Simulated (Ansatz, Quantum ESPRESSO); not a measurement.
# Na3HO (Pm-3m): third-order response, part 2 of 3

Aim: Raman and infrared lines of Na3HO (Pm-3m).

Quantum ESPRESSO 8.0 development, patched; DFT LDA, scalar-relativistic, plane waves, PseudoDojo norm-conserving pseudopotentials.

So far. Step 2 (A probe with smearing): A gap of 2.2 eV opens on this mesh, so the crystal is taken as an insulator; the start stands at -4.4 GPa. Step 4 (Self-consistent run for the response): The cell stands at 0.001 GPa, close enough for phonons. The relaxed cell has a = 4.346 Å (conventional setting).

The structure was built from a prototype and need not be the compound's stable phase.

## Step 5: Zone-centre response

At q = 0 one unit cell holds all displacements; symmetry groups them into irreducible representations that are solved one by one. The response to a field gives ε∞ and the Born charges, which polar modes need. Third-order response adds the Raman tensors.

ph.in reads:

```
phonons
&inputph
   prefix = 'x'
   outdir = './tmp'
   fildyn = 'g.dyn'
   tr2_ph = 1.0d-18
   epsil = .true.
   lraman = .true.
   elop = .true.
/
0.000000000000 0.000000000000 0.000000000000
```

Command:

```bash
$ OMP_NUM_THREADS=1 mpirun -n 4 ph.x -nk 4 -in ph.in > ph.out
```

The program printed:

```text
[banners, grids, parts of the stress and lines that vanish by symmetry left out]
[banner, memory and clock lines left out]
Program PHONON v.8.0dev

[...]
(   1q-points):
[...]
Exchange-correlation= PW
                           (   1   4   0   0   0   0   0)
[...]
kinetic-energy cut-off    =      88.0000  Ry
     charge density cut-off    =     352.0000  Ry
     convergence threshold     =      1.0E-18
[...]
Exchange-correlation= PW
                           (   1   4   0   0   0   0   0)
[...]
q = (   0.0000000   0.0000000   0.0000000 )
     49 Sym.Ops. (with q -> -q+G )
     G cutoff =  601.3851  (  61805 G-vectors)     FFT grid: ( 50, 50, 50)
     number of k points=    20
[...]
Mode symmetry, O_h (m-3m)  point group:
[...]
Dielectric constant
[...]
End of electric fields calculation
          Dielectric constant in cartesian axis
          (       3.341707149       0.000000000       0.000000000 )
          (       0.000000000       3.341707149       0.000000000 )
          (       0.000000000       0.000000000       3.341707149 )
          Effective charges (d Force / dE) in cartesian axis without acoustic sum rule applied (asr)
           atom    1  H     Mean Z*:       -1.11248
      Ex  (       -1.11248        0.00000        0.00000 )
      Ey  (        0.00000       -1.11248        0.00000 )
      Ez  (        0.00000        0.00000       -1.11248 )
           atom    2  O     Mean Z*:       -1.86149
      Ex  (       -1.86149        0.00000        0.00000 )
      Ey  (        0.00000       -1.86149        0.00000 )
      Ez  (        0.00000        0.00000       -1.86149 )
           atom    3  Na    Mean Z*:        0.99101
      Ex  (        1.06938        0.00000        0.00000 )
      Ey  (        0.00000        1.06938        0.00000 )
      Ez  (        0.00000        0.00000        0.83427 )
           atom    4  Na    Mean Z*:        0.99101
      Ex  (        1.06938        0.00000        0.00000 )
      Ey  (        0.00000        0.83427        0.00000 )
      Ez  (        0.00000        0.00000        1.06938 )
           atom    5  Na    Mean Z*:        0.99101
      Ex  (        0.83427        0.00000        0.00000 )
      Ey  (        0.00000        1.06938        0.00000 )
      Ez  (        0.00000        0.00000        1.06938 )
          Effective charges Sum: Mean:       -0.00095
[...]
Effective charges (d Force / dE) in cartesian axis with asr applied:
           atom    1  H     Mean Z*:       -1.11229
[...]
atom    2  O     Mean Z*:       -1.86131
[...]
atom    3  Na    Mean Z*:        0.99120
[...]
atom    4  Na    Mean Z*:        0.99120
[...]
atom    5  Na    Mean Z*:        0.99120
[...]
Dielectric constant from finite-differences
          (       3.341641862       0.000000000       0.000000000 )
          (       0.000000000       3.341641862       0.000000000 )
          (       0.000000000       0.000000000       3.341641862 )
[...]
(       0.000000000       0.000000000       0.000000000 )
          (       0.000000000       0.000000000      -0.000000000 )
          (       0.000000000      -0.000000000       0.000000000 )
          (       0.000000000       0.000000000      -0.000000000 )
          (       0.000000000       0.000000000       0.000000000 )
          (       0.000000000       0.000000000       0.000000000 )
          (       0.000000000       0.000000000       0.000000000 )
          (       0.000000000       0.000000000       0.000000000 )
[...]
(       0.000000000       0.000000000       0.000000000 )
          (      -0.000000000       0.000000000       0.000000000 )
          (       0.000000000      -0.000000000       0.000000000 )
          (      -0.000000000       0.000000000       0.000000000 )
          (       0.000000000       0.000000000       0.000000000 )
[...]
Representation #   1 modes #   1   2   3
[...]
End of self-consistent calculation
     Convergence has been achieved
     Representation #   2 modes #   4   5   6
[...]
End of self-consistent calculation
     Convergence has been achieved
     Representation #   3 modes #   7   8   9
[...]
End of self-consistent calculation
     Convergence has been achieved
     Representation #   4 modes #  10  11  12
[...]
End of self-consistent calculation
     Convergence has been achieved
     Representation #   5 modes #  13  14  15
[...]
End of self-consistent calculation
     Convergence has been achieved
[...]
Dielectric constant in cartesian axis
          (       3.341707149       0.000000000       0.000000000 )
          (       0.000000000       3.341707149       0.000000000 )
          (       0.000000000       0.000000000       3.341707149 )
          Effective charges (d Force / dE) in cartesian axis without acoustic sum rule applied (asr)
           atom    1  H     Mean Z*:       -1.11248
      Ex  (       -1.11248        0.00000        0.00000 )
      Ey  (        0.00000       -1.11248        0.00000 )
      Ez  (        0.00000        0.00000       -1.11248 )
           atom    2  O     Mean Z*:       -1.86149
      Ex  (       -1.86149        0.00000        0.00000 )
      Ey  (        0.00000       -1.86149        0.00000 )
      Ez  (        0.00000        0.00000       -1.86149 )
           atom    3  Na    Mean Z*:        0.99101
      Ex  (        1.06938        0.00000        0.00000 )
      Ey  (        0.00000        1.06938        0.00000 )
      Ez  (        0.00000        0.00000        0.83427 )
           atom    4  Na    Mean Z*:        0.99101
      Ex  (        1.06938        0.00000        0.00000 )
      Ey  (        0.00000        0.83427        0.00000 )
      Ez  (        0.00000        0.00000        1.06938 )
           atom    5  Na    Mean Z*:        0.99101
      Ex  (        0.83427        0.00000        0.00000 )
      Ey  (        0.00000        1.06938        0.00000 )
      Ez  (        0.00000        0.00000        1.06938 )
          Effective charges Sum: Mean:       -0.00095
[...]
Effective charges (d Force / dE) in cartesian axis with asr applied:
           atom    1  H     Mean Z*:       -1.11229
[...]
atom    2  O     Mean Z*:       -1.86131
[...]
atom    3  Na    Mean Z*:        0.99120
[...]
atom    4  Na    Mean Z*:        0.99120
[...]
atom    5  Na    Mean Z*:        0.99120
[...]
q = (    0.000000000   0.000000000   0.000000000 )
[...]
freq (    1) =      -6.018668 [THz] =    -200.761143 [cm-1]
     freq (    2) =      -6.018668 [THz] =    -200.761143 [cm-1]
     freq (    3) =      -6.018668 [THz] =    -200.761143 [cm-1]
     freq (    4) =       0.596640 [THz] =      19.901773 [cm-1]
     freq (    5) =       0.596640 [THz] =      19.901773 [cm-1]
     freq (    6) =       0.596640 [THz] =      19.901773 [cm-1]
     freq (    7) =       1.971146 [THz] =      65.750363 [cm-1]
     freq (    8) =       1.971146 [THz] =      65.750363 [cm-1]
     freq (    9) =       1.971146 [THz] =      65.750363 [cm-1]
     freq (   10) =       9.480061 [THz] =     316.220792 [cm-1]
     freq (   11) =       9.480061 [THz] =     316.220792 [cm-1]
     freq (   12) =       9.480061 [THz] =     316.220792 [cm-1]
     freq (   13) =      13.924183 [THz] =     464.460758 [cm-1]
     freq (   14) =      13.924183 [THz] =     464.460758 [cm-1]
     freq (   15) =      13.924183 [THz] =     464.460758 [cm-1]
[...]
Mode symmetry, O_h (m-3m)  point group:
     freq (   1-   3) =       -200.8  [cm-1]   --> T_1u G_15  G_4- I
     freq (   4-   6) =         19.9  [cm-1]   --> T_1u G_15  G_4- I
     freq (   7-   9) =         65.8  [cm-1]   --> T_2u G_25  G_5-
     freq (  10-  12) =        316.2  [cm-1]   --> T_1u G_15  G_4- I
     freq (  13-  15) =        464.5  [cm-1]   --> T_1u G_15  G_4- I
```

Run time: 15 min. Hardware: 4 MPI ranks of Intel Xeon Platinum 8375C at 2.90GHz (Ice Lake), shared host.

This step gave:

```yaml
miss_of_the_charge_sum_rule: 9.40e-4 e
largest_acoustic_frequency_at_the_zone_centre_before_the_sum_rule: 19.9 cm⁻¹
highest_optical_zone_centre_mode_no_lo_to_term: 464.5 cm⁻¹
lowest_optical_zone_centre_mode: -200.8 cm⁻¹
mean_high_frequency_dielectric_constant: 3.342
largest_born_charge_in_size_third_of_the_trace: 1.861 e
```

Born charge (rows field, columns displacement), before the sum rule (e), principal values of the symmetric part by kind of site:

```csv
atom,atoms with these values,low,middle,high,mean
H1,1,-1.11,-1.11,-1.11,-1.11
O2,1,-1.86,-1.86,-1.86,-1.86
Na3,3,0.83,1.07,1.07,0.99
```

In full for Na3:

```
1.07 0.00 0.00
0.00 1.07 0.00
0.00 0.00 0.83
```

High-frequency dielectric tensor:

```
3.34 0.00 0.00
0.00 3.34 0.00
0.00 0.00 3.34
```

The acoustic modes at Γ come out as far as 19.9 cm⁻¹ from zero, where they should vanish, a sizeable error of basis and grid; the Born charges miss their sum rule by 9.4e-4 e, which is good. The lowest optical mode is imaginary, 201i cm⁻¹, an instability at this level and on this k mesh.

## Step 6: Modes with the sum rule

A rigid shift of the crystal must cost nothing, but grids and finite bases break this; the acoustic sum rule is imposed before the matrix is diagonalised again. With Born charges the intensities follow; a static dielectric tensor has no meaning with imaginary modes.

dynmat.in reads:

```
&input
   fildyn = 'g.dyn'
   asr = 'simple'
   fileig = 'dynmat.eig'
   lperm = .true.
/
```

Command:

```bash
$ dynmat.x -in dynmat.in > dynmat.out
```

The program printed:

```text
[banner, memory and clock lines left out]
Program DYNMAT v.8.0dev

     Reading Dynamical Matrix from file g.dyn
     ...Force constants read
     ...epsilon and Z* read
     ...Raman cross sections read
     A direction for q was not specified:TO-LO splitting will be absent

     Polarizability (A^3 units)
     multiply by 0.561618 for Clausius-Mossotti correction (not under assume_isolated = 'mt')
        15.296099    0.000000    0.000000
         0.000000   15.296099    0.000000
         0.000000    0.000000   15.296099

     IR activities are in (D/A)^2/amu units

# mode   [cm-1]    [THz]      IR
    1   -201.11   -6.0291   28.5908
    2   -201.11   -6.0291   28.5908
    3   -201.11   -6.0291   28.5908
    4     -0.00   -0.0000    0.0000
    5      0.00    0.0000    0.0000
    6      0.00    0.0000    0.0000
    7     61.95    1.8573    0.0000
    8     61.95    1.8573    0.0000
    9     61.95    1.8573    0.0000
   10    315.82    9.4680    5.2514
   11    315.82    9.4680    5.2514
   12    315.82    9.4680    5.2514
   13    464.26   13.9182    2.4655
   14    464.26   13.9182    2.4655
   15    464.26   13.9182    2.4655

Electronic dielectric permittivity tensor (relative, adimensional)
         3.341707    0.000000    0.000000
         0.000000    3.341707    0.000000
         0.000000    0.000000    3.341707

 ... with zone-center polar mode contributions
         5.006937   -0.000000   -0.000000
        -0.000000    5.006937    0.000000
        -0.000000    0.000000    5.006937

[end of the log left out, with the tail of the file of modes that dynmat.x writes under the same name]
```

Elapsed: 0.57 s, on 1 thread.

Read from the output:

| Item | Value |
| --- | --- |
| highest optical zone-centre mode (no LO-TO term) | 464.3 cm⁻¹ |
| lowest optical zone-centre mode | -201.1 cm⁻¹ |

Unit eigenvectors of the mass-weighted matrix after the sum rule; no LO-TO term. The modes at Γ (shares of kinetic energy by element, %) (negative means imaginary):

```csv
mode,frequency (cm⁻¹),H %,O %,Na %
1,-201.1,59,11,30
2,-201.1,59,11,30
3,-201.1,59,11,30
4,0.0,1,19,80
5,0.0,1,19,80
6,0.0,1,19,80
7,62.0,0,0,100
8,62.0,0,0,100
9,62.0,0,0,100
10,315.8,38,11,51
11,315.8,38,11,51
12,315.8,38,11,51
13,464.3,2,60,39
14,464.3,2,60,39
15,464.3,2,60,39
```

Displacements in mode 3 (-201.1 cm⁻¹), the largest set to 1:
```
H1  -0.38 -0.09  1.00
O2  -0.04 -0.01  0.11
Na3  0.04  0.01  0.07
Na4  0.04 -0.01 -0.09
Na5 -0.03  0.01 -0.09
```

Displacements in mode 8 (62.0 cm⁻¹), the largest set to 1:
```
H1   0.00  0.00  0.00
O2   0.00  0.00  0.00
Na3  0.03  0.52  0.00
Na4 -0.03  0.00  1.00
Na5  0.00 -0.52 -1.00
```

Degenerate modes summed, no LO-TO term; imaginary modes left out. Lines of the infrared spectrum (strongest = 100):

```csv
position (cm⁻¹),lines merged,"IR intensity, relative"
62,3,0.0
316,3,100
464,3,47
```

The rule also moves an optical mode by 3.8 cm⁻¹.

## Step 7: Sum rules set otherwise (asr crystal)

The rule can be imposed in more than one way; the choices should agree where the raw error is small.

dynmat.in reads:

```
&input
   fildyn = 'g.dyn'
   asr = 'crystal'
   fileig = 'dynmat.eig'
   lperm = .true.
/
```

Command:

```bash
$ dynmat.x -in dynmat.in > dynmat.out
```

The program printed:

```text
[banner, memory and clock lines left out]
Program DYNMAT v.8.0dev

     Reading Dynamical Matrix from file g.dyn
     ...Force constants read
     ...epsilon and Z* read
     ...Raman cross sections read
     Acoustic Sum Rule: || Z*(ASR) - Z*(orig)|| =    7.333849E-04
     Acoustic Sum Rule: ||dyn(ASR) - dyn(orig)||=    1.400310E-03
     A direction for q was not specified:TO-LO splitting will be absent

     Polarizability (A^3 units)
     multiply by 0.561618 for Clausius-Mossotti correction (not under assume_isolated = 'mt')
        15.296099    0.000000    0.000000
         0.000000   15.296099    0.000000
         0.000000    0.000000   15.296099

     IR activities are in (D/A)^2/amu units

# mode   [cm-1]    [THz]      IR
    1   -198.05   -5.9374   28.5018
    2   -198.05   -5.9374   28.5018
    3   -198.05   -5.9374   28.5018
    4     -0.00   -0.0000    0.0000
    5      0.00    0.0000    0.0000
    6      0.00    0.0000    0.0000
    7     65.75    1.9711    0.0000
    8     65.75    1.9711    0.0000
    9     65.75    1.9711    0.0000
   10    316.82    9.4981    5.3135
   11    316.82    9.4981    5.3135
   12    316.82    9.4981    5.3135
   13    464.42   13.9230    2.4923
   14    464.42   13.9230    2.4923
   15    464.42   13.9230    2.4923

Electronic dielectric permittivity tensor (relative, adimensional)
         3.341707    0.000000    0.000000
         0.000000    3.341707    0.000000
         0.000000    0.000000    3.341707

 ... with zone-center polar mode contributions
         5.017386    0.000000    0.000000
         0.000000    5.017386   -0.000000
         0.000000   -0.000000    5.017386

[end of the log left out, with the tail of the file of modes that dynmat.x writes under the same name]
```

Elapsed: 0.56 s, on 1 thread.

This step gave:

```yaml
highest_optical_zone_centre_mode_no_lo_to_term: 464.4 cm⁻¹
lowest_optical_zone_centre_mode: -198.1 cm⁻¹
```

Zone-centre frequencies as printed; negative means imaginary. Modes:

```csv
mode,frequency (cm⁻¹)
1,-198.1
2,-198.1
3,-198.1
4,0
5,0
6,0
7,65.75
8,65.75
9,65.75
10,316.8
11,316.8
12,316.8
13,464.4
14,464.4
15,464.4
```

Against the first rule no mode moves by more than 3.9 cm⁻¹.

## Step 8: Sum rules set otherwise (asr no)

Without the rule the raw error of the acoustic modes shows.

dynmat.in reads:

```
&input
   fildyn = 'g.dyn'
   asr = 'no'
   fileig = 'dynmat.eig'
   lperm = .true.
/
```

Command:

```bash
$ dynmat.x -in dynmat.in > dynmat.out
```

The program printed:

```text
[banner, memory and clock lines left out]
Program DYNMAT v.8.0dev

     Reading Dynamical Matrix from file g.dyn
     ...Force constants read
     ...epsilon and Z* read
     ...Raman cross sections read
     A direction for q was not specified:TO-LO splitting will be absent

     Polarizability (A^3 units)
     multiply by 0.561618 for Clausius-Mossotti correction (not under assume_isolated = 'mt')
        15.296099    0.000000    0.000000
         0.000000   15.296099    0.000000
         0.000000    0.000000   15.296099

     IR activities are in (D/A)^2/amu units

# mode   [cm-1]    [THz]      IR
    1   -200.76   -6.0187   28.6365
    2   -200.76   -6.0187   28.6365
    3   -200.76   -6.0187   28.6365
    4     19.90    0.5966    0.0002
    5     19.90    0.5966    0.0002
    6     19.90    0.5966    0.0002
    7     65.75    1.9711    0.0000
    8     65.75    1.9711    0.0000
    9     65.75    1.9711    0.0000
   10    316.22    9.4801    5.2096
   11    316.22    9.4801    5.2096
   12    316.22    9.4801    5.2096
   13    464.46   13.9242    2.4708
   14    464.46   13.9242    2.4708
   15    464.46   13.9242    2.4708

Electronic dielectric permittivity tensor (relative, adimensional)
         3.341707    0.000000    0.000000
         0.000000    3.341707    0.000000
         0.000000    0.000000    3.341707

 ... with zone-center polar mode contributions
         5.004162    0.000000    0.000000
         0.000000    5.004162    0.000000
         0.000000    0.000000    5.004162

[end of the log left out, with the tail of the file of modes that dynmat.x writes under the same name]
```

The job ended after 0.57 s (1 thread).

This step gave:

- highest optical zone-centre mode (no LO-TO term): 464.5 cm⁻¹
- lowest optical zone-centre mode: -200.8 cm⁻¹

Zone-centre frequencies as printed; negative means imaginary. Modes:

```csv
mode,frequency (cm⁻¹)
1,-200.8
2,-200.8
3,-200.8
4,19.9
5,19.9
6,19.9
7,65.75
8,65.75
9,65.75
10,316.2
11,316.2
12,316.2
13,464.5
14,464.5
15,464.5
```

Against the first rule no mode moves by more than 20.0 cm⁻¹.

## Step 9: The LO-TO splitting (1 0 0)

A longitudinal polar mode sets up a macroscopic field that stiffens it; the term hangs on the direction from which q goes to zero.

dynmat.in reads:

```
&input
   fildyn = 'g.dyn'
   asr = 'simple'
   fileig = 'dynmat.eig'
   q(1) = 1.0
   q(2) = 0.0
   q(3) = 0.0
/
```

Command:

```bash
$ dynmat.x -in dynmat.in > dynmat.out
```

The program printed:

```text
[banner, memory and clock lines left out]
Program DYNMAT v.8.0dev

     Reading Dynamical Matrix from file g.dyn
     ...Force constants read
     ...epsilon and Z* read
     ...Raman cross sections read

     Polarizability (A^3 units)
     multiply by 0.561618 for Clausius-Mossotti correction (not under assume_isolated = 'mt')
        15.296099    0.000000    0.000000
         0.000000   15.296099    0.000000
         0.000000    0.000000   15.296099

     IR activities are in (D/A)^2/amu units

# mode   [cm-1]    [THz]      IR
    1   -201.11   -6.0291   28.5908
    2   -201.11   -6.0291   28.5908
    3     -0.00   -0.0000    0.0000
    4     -0.00   -0.0000    0.0000
    5      0.00    0.0000    0.0000
    6     61.95    1.8573    0.0000
    7     61.95    1.8573    0.0000
    8     61.95    1.8573    0.0000
    9    247.53    7.4207    2.5783
   10    315.82    9.4680    5.2514
   11    315.82    9.4680    5.2514
   12    423.25   12.6887    5.0323
   13    464.26   13.9182    2.4655
   14    464.26   13.9182    2.4655
   15    562.79   16.8721   28.6970

[end of the log left out, with the tail of the file of modes that dynmat.x writes under the same name]
```

Run time: 0.57 s. Hardware: 1 thread.

This step gave:

- highest mode moved by the LO-TO term: 562.8 cm⁻¹

Zone-centre frequencies as printed; negative means imaginary. Modes:

```csv
mode,frequency (cm⁻¹)
1,-201.1
2,-201.1
3,0
4,0
5,0
6,61.95
7,61.95
8,61.95
9,247.5
10,315.8
11,315.8
12,423.2
13,464.3
14,464.3
15,562.8
```

The field moves 3 modes; the highest of them now lies at 563 cm⁻¹, where the highest that moved away lay at 464.

[end of part 2 of 3]

[Host names and launcher messages were left out of these logs when they were recorded.]

[Logs are printed without paths, hosts, clocks, repeated set-up lines and the standing remarks that a program may print on its own settings, such as how far it seeks lower states.]

[Hosts, paths, dates, database ids (printed as entryN), source tags and the programs' standing remarks are cut or masked in the printed files.]
